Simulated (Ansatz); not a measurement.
# Starting-point dependence of the GW gap of Si3N4 (Fd-3m), part 2 of 2

How much of the starting functional survives in the G0W0 gap of Si3N4 (Fd-3m)?

Ansatz 0.2.0; G0W0 on several functionals, plane waves, PAW. Known limits of the many-body steps: not at the basis limit.

So far. Step 2 (G0W0 on PBEsol): The gap on the mesh goes from 3.24 eV to 4.78 eV, a correction of +1.53 eV. Between the two edge states, bare exchange in place of the xc potential would open the gap by 8.77 eV, and correlation takes back 7.23 eV.

In doubt: masses and optical values from hybrid runs of this build are listed as unsure (step 4), which bears on the screening that GW takes from such a start.

## Step 3: G0W0 on PBE

The same correction from a different start measures what one shot leaves open.

This step: G0W0 on PBE, plane waves, PAW; PAW set soft_1.

Contents of input.yaml:

```yaml
crystal:
  lattice:
    - [0.0, 3.893718, 3.893718]
    - [3.893718, 0.0, 3.893718]
    - [3.893718, 3.893718, 0.0]
  atoms:
    - { symbol: Si, position: [0.125, 0.125, 0.625] }
    - { symbol: Si, position: [0.125, 0.625, 0.125] }
    - { symbol: Si, position: [0.625, 0.125, 0.125] }
    - { symbol: Si, position: [0.125, 0.125, 0.125] }
    - { symbol: Si, position: [0.75, 0.75, 0.75] }
    - { symbol: Si, position: [0.5, 0.5, 0.5] }
    - { symbol: "N", position: [0.367563, 0.367563, 0.367563] }
    - { symbol: "N", position: [0.352689, 0.882437, 0.882437] }
    - { symbol: "N", position: [0.882437, 0.882437, 0.352689] }
    - { symbol: "N", position: [0.882437, 0.352689, 0.882437] }
    - { symbol: "N", position: [0.367563, 0.367563, 0.897311] }
    - { symbol: "N", position: [0.367563, 0.897311, 0.367563] }
    - { symbol: "N", position: [0.882437, 0.882437, 0.882437] }
    - { symbol: "N", position: [0.897311, 0.367563, 0.367563] }
kpoints:
  mp_grid: { grid: [4, 4, 4] }
hamiltonian:
  xc: pbe
  pseudopotentials: { kind: paw, azcp: { folder: soft_1 } }
scf:
  occupations: { method: fixed }
gw:
  n_empty_bands: 647
  ecut_chi: 180.0
  qp_bands: [v4, c4]
  qp_kpoints: band_edges
  screening: { model: contour_deformation }
```

The run is started by

```sh
$ ansatz run input.yaml --threads 3 --pin off --max-ram 92160MiB --backend cuda --events-out ev --progress --plain --runs-dir out --devices 1 --max-vram 13GiB
```

Numbers of over 12 decimals in the logs are rounded to 6 here.

Log:

```text
GPUs: using 1 of 1 available (devices: 1).
[...]
GPU FFT provider: cuFFT
GPU libraries: cuBLAS 13.8.2, cuFFT 12.4.0, cuSOLVER 12.3.4
Crystal: 14 atoms, lattice volume = 118.066 Å³
Basis set: ecut = 420 eV, 2277 PW (Γ)
Bands: 46, of which v1, the nominal top of the filled ones, is band 32 counted from 1 (31 counted from 0)
Symmetry: 48 space group operations
[...]
k-points: 8 of 64
[...]
GPU buffer pool allocated for 64000 grid points (all kernels)
[...]
SCF iter   1: F=—  HF=-6908.274158 eV  |F-HF|=—  |Δ(HF+E_count)|=         —  Δρ=1.51e-1  dr2=2.78e1  ethr=3.10e-3  ⟨swp⟩=4.9  Hψ=1485  notcnv=0  defer=80
[...]
SCF iter   8: F=-6899.805714 eV  HF=-6899.805714 eV  |F-HF|=4.77e-9  |Δ(HF+E_count)|=   1.06e-7  Δρ=2.44e-6  dr2=5.43e-9  ethr=1.56e-10  ⟨swp⟩=17.8  Hψ=2292  notcnv=0
SCF 1 converged in 8 iterations: F = -6899.805714 eV  dr2 = 5.43e-9
[...]
NSCF: frozen V_eff on 8 k-points
[...]
G₀W₀ screening: q 1/8
[... further progress lines ...]
[...]
SCF converged after 8 iterations
Free energy (F): -6899.805714 eV
[...]
Internal energy: -6899.805714 eV  (E = F + TS)
E sigma→0 (E₀):  -6899.805714 eV
Fermi energy:    10.947073 eV
[...]
--- Band table (eV; the first three rows and the last of 8) ---
  k-point 0: bands = [... 28 lower, 10.8189, 10.9322, 10.9322, 10.9322, 14.3152, 14.3152, 14.3152, 15.8536, ... 10 higher]
  k-point 1: bands = [... 28 lower, 10.4851, 10.5319, 10.8349, 10.8349, 15.0582, 15.3144, 15.3144, 16.9390, ... 10 higher]
  k-point 2: bands = [... 28 lower, 10.4996, 10.4996, 10.6415, 10.6415, 15.8954, 16.7362, 16.7362, 17.2068, ... 10 higher]
  k-point 7: bands = [... 28 lower, 9.9265, 9.9265, 10.2449, 10.2449, 17.6152, 17.6152, 18.1258, 18.1258, ... 10 higher]
[...]
0    29     10.8189   -22.1159     3.0213   -18.2107  0.7972     9.9298     9.9351  root
     0    30     10.9322   -22.4872     2.9209   -18.6969  0.7993    10.0578    10.0627  root
     0    31     10.9322   -22.4872     2.9209   -18.6969  0.7993    10.0578    10.0627  root
     0    32     10.9322   -22.4872     2.9209   -18.6969  0.7993    10.0578    10.0627  root
     0    33     14.3152    -8.5822    -4.2844   -13.3914  0.8355    14.8414    14.8400  root
     0    34     14.3152    -8.5822    -4.2844   -13.3914  0.8355    14.8414    14.8400  root
     0    35     14.3152    -8.5822    -4.2844   -13.3914  0.8355    14.8414    14.8400  root
     0    36     15.8536    -9.3955    -4.7092   -14.8812  0.8294    16.6334    16.6301  root
[...]
7    33     17.6152    -8.1010    -4.9047   -13.6646  0.8187    18.2772    18.2740  root
     7    34     17.6152    -8.1010    -4.9047   -13.6646  0.8187    18.2772    18.2740  root
     7    35     18.1258    -8.3659    -5.1083   -14.2302  0.8149    18.8861    18.8817  root
     7    36     18.1258    -8.3659    -5.1083   -14.2302  0.8149    18.8861    18.8817  root
```

Run time: 31 s. Hardware: 1 × NVIDIA H100 80GB HBM3 (shared by 6 runs) with 3 threads of AMD EPYC 7R13 (Zen 3), shared host; peak memory 1.9 GiB; 48 s of CPU time.

This step gave:

```yaml
bands_summed: 679
rpa_eps_infinity_on_this_mesh_eigenvalues: 5.070, 5.070, 5.070
plane_waves_in_the_screening_matrix: 645
q_points_in_the_mesh: 64
g0w0_gap_on_the_mesh: 4.752 eV
k_of_the_valence_top: 0, 0.25, -0.25
k_of_the_conduction_bottom: 0, 0, 0
starting_gap_on_the_mesh: 3.368 eV
z_at_the_valence_top: 0.7987
z_at_the_conduction_bottom: 0.8355
least_direct_g0w0_gap_on_the_computed_points: 4.777 eV
```

Against the run with 4×4×4 mesh, 647 empty bands, screening to 180 eV, PAW set soft_1 files on PBEsol, the gap moves by −0.03 eV, while the start moved by +0.12 eV.

## Step 4: G0W0 on HSE06

This step: G0W0 on HSE06, plane waves, PAW; PAW set soft_1.

input.yaml, as its differences from that of step 3:

```diff
@@ -23,3 +23,3 @@
 hamiltonian:
-  xc: pbe
+  xc: hse06
   pseudopotentials: { kind: paw, azcp: { folder: soft_1 } }
```

Log:

```text
GPUs: using 1 of 1 available (devices: 1).
[...]
davidson cushion auto → on  (no smearing: the cushion is to keep the highest requested band from converging to the state above it; pin scf.eigensolver.cushion to override)
[...]
GPU FFT provider: cuFFT
GPU libraries: cuBLAS 13.8.2, cuFFT 12.4.0, cuSOLVER 12.3.4
Crystal: 14 atoms, lattice volume = 118.066 Å³
Basis set: ecut = 420 eV, 2277 PW (Γ)
[...]
0    35     14.7361    -8.3084    -4.1453   -12.7770  0.8549    15.0598    15.0593  root
     0    36     16.4218    -8.9979    -4.5001   -13.9569  0.8502    16.8817    16.8808  root
[...]
7    33     18.2042    -7.7560    -4.6677   -12.7562  0.8408    18.5373    18.5367  root
     7    34     18.2042    -7.7560    -4.6677   -12.7562  0.8408    18.5373    18.5367  root
     7    35     18.7918    -8.0165    -4.8264   -13.2151  0.8380    19.1647    19.1639  root
     7    36     18.7918    -8.0165    -4.8264   -13.2151  0.8380    19.1647    19.1639  root
[key lines of the parts left out:]
Free energy (F): -6903.082877 eV
Fermi energy:    10.058757 eV
```

The job ended after 64 s (1 × NVIDIA H100 80GB HBM3 (shared by 6 runs) with 3 threads; peak memory 2.3 GiB; 88 s of CPU time).

This step gave:

* bands summed: 679
* RPA ε∞ on this mesh (eigenvalues): 4.280, 4.280, 4.280
* plane waves in the screening matrix: 645
* G0W0 gap on the mesh: 5.297 eV
* k of the valence top: 0, 0.25, -0.25
* k of the conduction bottom: 0, 0, 0
* starting gap on the mesh: 4.677 eV
* least direct G0W0 gap on the computed points: 5.320 eV

Against the run with 4×4×4 mesh, 647 empty bands, screening to 180 eV, PAW set soft_1 files on PBE, the gap moves by +0.54 eV, while the start moved by +1.31 eV.

## Step 5: Side by side

All on the 4×4×4 mesh with 647 empty bands and screening to 180 eV. Times are wall times on 1 × NVIDIA H100 80GB HBM3 (shared by 6 runs) with 3 threads of AMD EPYC 7R13 (Zen 3), shared host, good to a factor of about two.

```
 start  starting gap (eV)  shift (eV)  G0W0 gap (eV)  RPA ε∞ (harmonic mean)  Z (valence, conduction)  time
PBEsol               3.24       +1.53           4.78                    5.18               0.80, 0.83  18 s
   PBE               3.37       +1.38           4.75                    5.07               0.80, 0.84  31 s
 HSE06               4.68       +0.62           5.30                    4.28               0.82, 0.85  64 s
```

The parts of the quasiparticle energy at the two band edges (eV; QP = start + Σx + Σc − Vxc):

```
   run               edge  start      Σx     Σc     Vxc     Z     QP
PBEsol        valence top  10.87  -22.28   2.92  -18.48  0.80   9.99
PBEsol  conduction bottom  14.11   -8.60  -4.31  -13.56  0.83  14.77
   PBE        valence top  10.95  -22.35   2.93  -18.56  0.80  10.09
   PBE  conduction bottom  14.32   -8.58  -4.28  -13.39  0.84  14.84
 HSE06        valence top  10.06  -22.37   2.69  -19.38  0.82   9.76
 HSE06  conduction bottom  14.74   -8.31  -4.15  -12.78  0.85  15.06
```

For a hybrid start, Vxc holds its share of exact exchange.

## Step 6: Outcome

- G0W0@PBEsol: 4.78 eV (start 3.24 eV)
- G0W0@PBE: 4.75 eV (start 3.37 eV)
- G0W0@HSE06: 5.30 eV (start 4.68 eV)
- known limits: not at the basis limit

What this shows: The starting gaps span 1.43 eV and the G0W0 gaps 0.54 eV. Between PBEsol and HSE06, 0.52 eV of the 1.43 eV survives, 36 %. The order is not kept throughout: PBE starts 0.12 eV above PBEsol and ends 0.03 eV below it, so orbitals matter beside the gap. HSE06 screens less than PBEsol (ε∞ 4.28 against 5.18). Of the 0.52 eV by which its G0W0 gap is higher, the correlation part gives +0.39 eV, and exchange with the one-particle terms, which follow the orbitals, +0.12 eV. The smallest correction, +0.62 eV, is on HSE06, the start nearest to reproducing itself. Bands and cutoff are finite, so the gap is not at the basis limit. The miss can reach some tenths of an eV and take either sign; the mesh is an error of its own.

[Paths, hosts, dates, memory and timing lines, banners, echoed tables and standing remarks are left out of the program output.]

[Logs are printed without paths, hosts, clocks, repeated set-up lines and the standing remarks that a program may print on its own settings, such as how far it seeks lower states.]

[Runs of the session that timed out or met a known fault of the program may be left out.]

[Cells called generated may have been cut or substituted from an entry of the Crystallography Open Database or the Materials Project.]

[Hosts, paths, dates, database ids (printed as entryN), source tags and the programs' standing remarks are cut or masked in the printed files.]
